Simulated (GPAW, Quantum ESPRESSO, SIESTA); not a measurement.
# Deformation of the band gap of zincblende CdTe under volume change, QE, PBE

Calculated with Quantum ESPRESSO 7.5: PBE; plane waves, GBRV 1.5 ultrasoft, 45/270 Ry; k-mesh 6×6×6. The volume is changed from typed lattice constants. The typed cell is scaled evenly, with no relaxation, and each row is a single point. The gap is that between the highest filled and lowest empty Kohn-Sham level on the mesh.

| volume change (%) | gap on the mesh (eV) |
| --- | --- |
| -8 | 0.8068 |
| -6 | 0.7423 |
| -4 | 0.6796 |
| -2 | 0.6189 |
| 0 | 0.56 |
| +2 | ? |
| +4 | 0.4479 |
| +6 | 0.3946 |
| +8 | 0.3429 |

Task: Fit a second-order form in the logarithmic strain to the rows given and interpolate to the withheld row.

Worked fit:

With u = ln[(1 + ε)/(1 + ε0)], counted from the row at ε0 = +0 % where y0 = 0.56, a second-order form y = y0 + a u + b u² makes v = (y − y0)/u a line in u.

| u | v |
| --- | --- |
| -0.0833816 | -2.95989 |
| -0.0618754 | -2.94624 |
| -0.0408220 | -2.92979 |
| -0.0202027 | -2.91545 |
| 0.0392207 | -2.85818 |
| 0.0582689 | -2.83856 |
| 0.0769610 | -2.82091 |

With n = 7: mean u = -0.00454729, mean v = -2.89558, Σ(u − ū)² = 0.023567, Σ(u − ū)(v − v̄) = 0.020831. Slope b = 0.020831 / 0.023567 = 0.88388; intercept a = v̄ − b ū = -2.8916.

At the withheld row u = 0.01980, v = a + b u = -2.874, and y = y0 + u v.

Prediction at +2: 0.5031 eV. The run gave 0.5031 eV, so the fit is low by 1.4e-5 eV (0.0027 % of the value).

The first-order term, -2.89 eV per unit of ln V, is the slope of the fitted parabola at ε0; it is a deformation potential only where one valley holds the gap over the whole range, and a kink or a flat stretch in the table makes it differ from the local slope. The second-order term makes up 0.61 % of v at the withheld row. Among the rows given, the largest miss of the fit is at -8, by 4.5e-4 eV (0.097 % of the range of the table).

Limits: The nuclei are static. The DFT runs use Fermi–Dirac occupations of width 0.01 eV, and energies are free energies. The mesh holds the band edges only if they lie on it, and semilocal functionals put gaps under measured ones.

[Hosts, paths, dates, database ids (printed as entryN), source tags and the programs' standing remarks are cut or masked in the printed files.]
